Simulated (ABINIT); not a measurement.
# ZrSe3 (P2_1/m): G0W0 with ABINIT, start to end, part 2 of 2

How does a plane-wave GW calculation on ZrSe3 (P2_1/m) run from the first input to the gap?

ABINIT 10.8.3; PBEsol and many-body steps on it, plane waves. Known limits of the many-body steps: not at the basis limit; no spin-orbit coupling; coarse k mesh.

So far. Step 2 (Ground state): The gap is indirect, with the least direct gap 0.27 eV higher. Step 3 (Empty states on the mesh, 2×4×1 mesh, 205 bands): On this mesh the gap is 0.316 eV.

### 4. Screening, 2×4×1 mesh, 187 bands, screening to 89.8 eV

The RPA dielectric matrix is built and inverted for each q.

This step: RPA screening on PBEsol, plane waves, norm-conserving pseudopotentials.

run.abi

```
acell 3*1.0 Angstrom
rprim 
  5.410900000000 -0.000000000000 -0.000000000000
  -0.000000000000 3.748800000000 0.000000000000
  -1.229420909100 0.000000000000 9.363634990100
ntypat 2
znucl 40 34
natom 8
typat 1 1 2 2 2 2 2 2
xred 
  0.285000000000 0.250000000000 0.656000000000
  0.715000000000 0.750000000000 0.344000000000
  0.762000000000 0.250000000000 0.554000000000
  0.238000000000 0.750000000000 0.446000000000
  0.456000000000 0.250000000000 0.174000000000
  0.544000000000 0.750000000000 0.826000000000
  0.888000000000 0.250000000000 0.169000000000
  0.112000000000 0.750000000000 0.831000000000
pp_dirpath "pseudos"
pseudos "Zr.upf, Se.upf"
ecut 48
ngkpt 2 4 1
nshiftk 1
shiftk 0 0 0
kptopt 1
chksymbreak 0
istwfk *1
occopt 1
irdwfk 1
optdriver 3
nband 187
ecuteps 3.3
inclvkb 2
awtr 1
symchi 1
indata_prefix "in"
outdata_prefix "out"
tmpdata_prefix "tmp"
```

Run with:

```
OMP_NUM_THREADS=1 mpirun -n 4 abinit run.abi > log
```

Numbers of over 12 decimals in the logs are rounded to 6 here.

The program printed:

```text
.Version 10.8.3 of ABINIT. v10.8.2 released Aug 2026.

 Symmetries : space group P2_1/m (# 11); Bravais mP (primitive monocl.)
[... echo of the input left out ...]
== DATASET  1 ==================================================================
-   mpi_nproc: 4, omp_nthreads: 1 (-1 if OMP is not activated)

--- !DatasetInfo
iteration_state: {dtset: 1, }
dimensions: {natom: 8, nkpt: 6, mband: 187, nsppol: 1, nspinor: 1, nspden: 1, mpw: 20400, }
cutoff_energies: {ecut:  48.0, pawecutdg:  -1.0, }
electrons: {nelect:   1.68000000E+02, charge:   0.00000000E+00, occopt:   1.00000000E+00, tsmear:   1.00000000E-02, }

 SCREENING: Calculation of the susceptibility and dielectric matrices

 Based on a program developped by R.W. Godby, V. Olevano, G. Onida, and L. Reining.
 Incorporated in ABINIT by V. Olevano, G.-M. Rignanese, and M. Torrent.
.Using double precision arithmetic ; gwpc =  8

[... cell and pseudopotentials left out ...]
--------------------------------------------------------------------------------

 ==== K-mesh for the wavefunctions ====
 Number of points in the irreducible wedge :     6
[... list of points left out ...]
 Together with  4 symmetry operations and time-reversal symmetry
 yields     8 points in the full Brillouin Zone.

 ==== Q-mesh for the screening function ====
 Number of points in the irreducible wedge :     6
[... list of points left out ...]
 Together with  4 symmetry operations and time-reversal symmetry
 yields     8 points in the full Brillouin Zone.

 setmesh: FFT mesh size selected  =    45x   30x   72
          total number of points  =        97200

 vcoul_init : cutoff-mode = AUXILIARY_FUNCTION
 q-points for optical limit:   1
     1)      0.000010    0.000020    0.000030

- screening: taking advantage of time-reversal symmetry
- Maximum band index for partially occupied states nbvw = 84
- Remaining bands to be divided among processors   nbcw = 103
- Number of bands treated by each node ~25

 Number of electrons calculated from density =  168.0000; Expected =  168.0000
 average of density, n =  0.131071
 r_s =    1.2212
 omega_plasma =   34.9228 [eV]

 calculating chi0 at frequencies [eV] :
  1    0.000000E+00    0.000000E+00
  2    0.000000E+00    3.492278E+01

--------------------------------------------------------------------------------
  q-point number  1        q = ( 0.000000, 0.000000, 0.000000) [r.l.u.]
--------------------------------------------------------------------------------
[... chi0 elements left out ...]
 For q-point:  0.000010 0.000020 0.000030
  dielectric constant =  16.4049
  dielectric constant without local fields =  19.0174

  Average fulfillment of the sum rule on Im[epsilon] for q-point    1 :     28.26  [%]
[... wings left out ...]
  q-point number  2        q = ( 0.500000, 0.000000, 0.000000) [r.l.u.]
--------------------------------------------------------------------------------
[... chi0 elements left out ...]
  Average fulfillment of the sum rule on Im[epsilon] for q-point    2 :     30.06  [%]

 [... 4 further q-points ...]
```

It took 6.6 min on 4 MPI ranks of Arm Neoverse V2, shared host; peak memory 5.7 GiB.

Numbers from this step:

| Property | Result |
| --- | --- |
| ε∞ with local fields, on this mesh, along the program's q direction | 16.40 |
| the same without local fields | 19.02 |
| plasma frequency | 34.92 eV |
| plane waves in the screening matrix | 357 |

Local fields lower ε∞ by 14 %. On a Γ-centred mesh this coarse the value itself is usually too large, while a short band sum pulls it down.

### 5. Self-energy, 2×4×1 mesh, 187 bands, screening to 89.8 eV

The self-energy is evaluated for the states that the input lists, and the levels follow from it, in one-shot runs by the linearised quasiparticle equation.

This step: G0W0 on PBEsol, plane waves, norm-conserving pseudopotentials.

Edit run.abi of step 4 so:

```diff
@@ -29,8 +29,17 @@
 irdwfk 1
-optdriver 3
+optdriver 4
 nband 187
+gwcalctyp 0
+ecutsigx 48
+symsigma 1
+nkptgw 2
+kptgw 
+  0.0000000000 0.0000000000 0.0000000000
+  0.5000000000 0.0000000000 0.0000000000
+bdgw 
+  83 86
+  83 86
 ecuteps 3.3
-inclvkb 2
-awtr 1
-symchi 1
+irdscr 1
+ppmodel 1
 indata_prefix "in"
```

The program printed:

```text
.Version 10.8.3 of ABINIT. v10.8.2 released Aug 2026.

 Symmetries : space group P2_1/m (# 11); Bravais mP (primitive monocl.)
[... echo of the input left out ...]
== DATASET  1 ==================================================================
-   mpi_nproc: 4, omp_nthreads: 1 (-1 if OMP is not activated)

--- !DatasetInfo
iteration_state: {dtset: 1, }
dimensions: {natom: 8, nkpt: 6, mband: 187, nsppol: 1, nspinor: 1, nspden: 1, mpw: 20400, }
cutoff_energies: {ecut:  48.0, pawecutdg:  -1.0, }
electrons: {nelect:   1.68000000E+02, charge:   0.00000000E+00, occopt:   1.00000000E+00, tsmear:   1.00000000E-02, }

 SIGMA: Calculation of the GW corrections

 Based on a program developped by R.W. Godby, V. Olevano, G. Onida, and L. Reining.
 Incorporated in ABINIT by V. Olevano, G.-M. Rignanese, and M. Torrent.
.Using double precision arithmetic ; gwpc =  8

[... cell and pseudopotentials left out ...]
--------------------------------------------------------------------------------

 ==== K-mesh for the wavefunctions ====
 Number of points in the irreducible wedge :     6
[... list of points left out ...]
 Together with  4 symmetry operations and time-reversal symmetry
 yields     8 points in the full Brillouin Zone.

 ==== Q-mesh for screening function ====
 Number of points in the irreducible wedge :     6
[... list of points left out ...]
 Together with  4 symmetry operations and time-reversal symmetry
 yields     8 points in the full Brillouin Zone.

 vcoul_init : cutoff-mode = AUXILIARY_FUNCTION
 q-points for optical limit:   1
     1)      0.000010    0.000020    0.000030
 setmesh: FFT mesh size selected  =    72x   48x  120
          total number of points  =       414720

 Number of electrons calculated from density =  168.0000; Expected =  168.0000
 average of density, n =  0.131071
 r_s =    1.2212
 omega_plasma =   34.9228 [eV]

 === KS Band Gaps ===
  >>>> For spin  1
   Minimum direct gap =   0.6243 [eV], located at k-point      :   0.5000  0.0000  0.0000
   Fundamental gap    =   0.3158 [eV], Top of valence bands at :   0.0000  0.0000  0.0000
                                       Bottom of conduction at :   0.5000  0.0000  0.0000
 SIGMA fundamental parameters:
 PLASMON POLE MODEL  1
 number of plane-waves for SigmaX                20343
 number of plane-waves for SigmaC and W            357
 number of plane-waves for wavefunctions         20343
 number of bands                                   187
 number of independent spin polarizations            1
 number of spinorial components                      1
 number of k-points in IBZ                           6
 number of q-points in IBZ                           6
 number of symmetry operations                       4
 number of k-points in BZ                            8
 number of q-points in BZ                            8
 number of frequencies for dSigma/dE                 9
 frequency step for dSigma/dE [eV]                0.25
 number of omega for Sigma on real axis              0
 max omega for Sigma on real axis  [eV]           0.00
 zcut for avoiding poles [eV]                     0.10

 EPSILON^-1 parameters (SCR file):
 dimension of the eps^-1 matrix on file            357
 dimension of the eps^-1 matrix used               357
 number of plane-waves for wavefunctions         20343
 number of bands                                   187
 number of q-points in IBZ                           6
 number of frequencies                               2
 number of real frequencies                          1
 number of imag frequencies                          1

 matrix elements of self-energy operator (all in [eV])

 Perturbative Calculation

--- !SelfEnergy_ee
iteration_state: {dtset: 1, }
kpoint     : [   0.000,    0.000,    0.000, ]
spin       : 1
KS_gap     :    0.645
QP_gap     :    1.141
Delta_QP_KS:    0.496
data: !SigmaeeData |
     Band     E0 <VxcDFT>   SigX SigC(E0)      Z dSigC/dE  Sig(E)    E-E0       E
       83   6.381 -14.785 -16.238   1.981   0.796  -0.256 -14.364   0.420   6.802
       84   6.498 -15.013 -16.873   2.365   0.797  -0.255 -14.611   0.402   6.900
       85   7.143 -13.066  -8.340  -3.602   0.799  -0.251 -12.168   0.898   8.041
       86   7.524 -13.526  -8.092  -4.134   0.795  -0.258 -12.493   1.033   8.557

--- !SelfEnergy_ee
iteration_state: {dtset: 1, }
kpoint     : [   0.500,    0.000,    0.000, ]
spin       : 1
KS_gap     :    0.624
QP_gap     :    1.186
Delta_QP_KS:    0.562
data: !SigmaeeData |
     Band     E0 <VxcDFT>   SigX SigC(E0)      Z dSigC/dE  Sig(E)    E-E0       E
       83   6.118 -14.716 -16.651   2.341   0.796  -0.256 -14.393   0.323   6.442
       84   6.190 -14.775 -16.627   2.275   0.796  -0.256 -14.438   0.337   6.527
       85   6.814 -13.770  -9.977  -2.662   0.795  -0.258 -12.871   0.899   7.713
       86   7.154 -14.048 -10.040  -2.777   0.794  -0.259 -13.070   0.978   8.133

== END DATASET(S) ==============================================================
================================================================================

 -outvars: echo values of variables after computation  --------
           etotal      0.0000000000E+00
            nband         187
             nkpt           6
          spgroup          11
 [... the other variables as echoed above ...]

 Calculation completed.
```

The job ended after 23 s (4 MPI ranks; peak memory 4.5 GiB).

This step gave:

- G0W0 gap on the points computed: 0.8130 eV
- starting gap on the mesh: 0.3157 eV
- k of the valence top: 0, 0, 0
- k of the conduction bottom: 0.5, 0, 0
- Z at the valence top: 0.797
- Z at the conduction bottom: 0.795
- least direct G0W0 gap on the computed points: 1.141 eV

The gap on the mesh goes from 0.32 eV to 0.81 eV, a correction of +0.50 eV.

Limits: finite bands, cutoff and mesh; no spin-orbit coupling; coarse k mesh. v1 is the top filled band, c1 the lowest empty one. Levels before and after the correction, in eV, zero at the valence-band top of each column:

```csv
,conduction bottom,valence top
Kohn-Sham,0.32,0.00
G0W0,0.81,0.00
```

```csv
,level,energy (eV)
Kohn-Sham,Γ v2,-0.117
Kohn-Sham,Γ v1,0.000
Kohn-Sham,Γ c1,0.644
Kohn-Sham,Γ c2,1.026
Kohn-Sham,(0.5 0 0) v2,-0.380
Kohn-Sham,(0.5 0 0) v1,-0.309
Kohn-Sham,(0.5 0 0) c1,0.316
Kohn-Sham,(0.5 0 0) c2,0.656
G0W0,Γ v2,-0.098
G0W0,Γ v1,0.000
G0W0,Γ c1,1.141
G0W0,Γ c2,1.657
G0W0,(0.5 0 0) v2,-0.458
G0W0,(0.5 0 0) v1,-0.373
G0W0,(0.5 0 0) c1,0.813
G0W0,(0.5 0 0) c2,1.233
```

### 6. Where the time went

Times are wall times on 4 MPI ranks of Arm Neoverse V2, shared host, good to a factor of about two.

```csv
step,time,share,memory (GiB)
ground state,9.2 min,42 %,1.1
empty states on the mesh,5.6 min,26 %,0.83
screening,6.6 min,30 %,5.7
self-energy,23 s,2 %,4.5
```

### 7. Outcome

* PBEsol gap: 0.32 eV, indirect
* G0W0 gap on the mesh: 0.81 eV
* GW settings: 2×4×1 mesh, 187 bands, screening to 89.8 eV, Godby-Needs plasmon pole
* known limits: not at the basis limit; no spin-orbit coupling; coarse k mesh

What this shows: G0W0 moves the gap on the mesh from 0.32 eV to 0.81 eV (+0.50 eV), with Z of 0.80 and 0.80 at the edges. Local fields lower the RPA ε∞ on this mesh from 19.02 to 16.40; a Γ-centred mesh this coarse tends to raise both, most where the direct gap is narrow, while a short band sum lowers them. Only 2 of the mesh's irreducible points were corrected, so a valley elsewhere could overtake. Bands and cutoff are finite, so the gap is not at the basis limit. The miss can reach some tenths of an eV and take either sign; the mesh is an error of its own. In the G0W0 run levels were corrected at 2 k points alone, so a gap called «on the mesh» is the least over those, and an edge elsewhere would be missed. The 2×4×1 mesh is coarse for this cell, which bears on the long-range parts of exchange and screening. The many-body steps are scalar-relativistic: spin-orbit coupling is not in them.

[Paths, hosts, dates, memory and timing lines, banners, echoed tables and standing remarks are left out of the program output.]

[Logs are printed without paths, hosts, clocks, repeated set-up lines and the standing remarks that a program may print on its own settings, such as how far it seeks lower states.]

[Runs of the session that timed out or met a known fault of the program may be left out.]

[Hosts, paths, dates, database ids (printed as entryN), source tags and the programs' standing remarks are cut or masked in the printed files.]

[G0W0 gaps are taken among the corrected bands and points alone; a level outside them can change the order at an edge.]

[Where Ansatz stands beside ABINIT at settings called matched, ABINIT's density can come from a denser mesh and the files from another edition; pairs whose starting gaps differed by over 0.03 eV were left out, so agreement reads better than it is.]
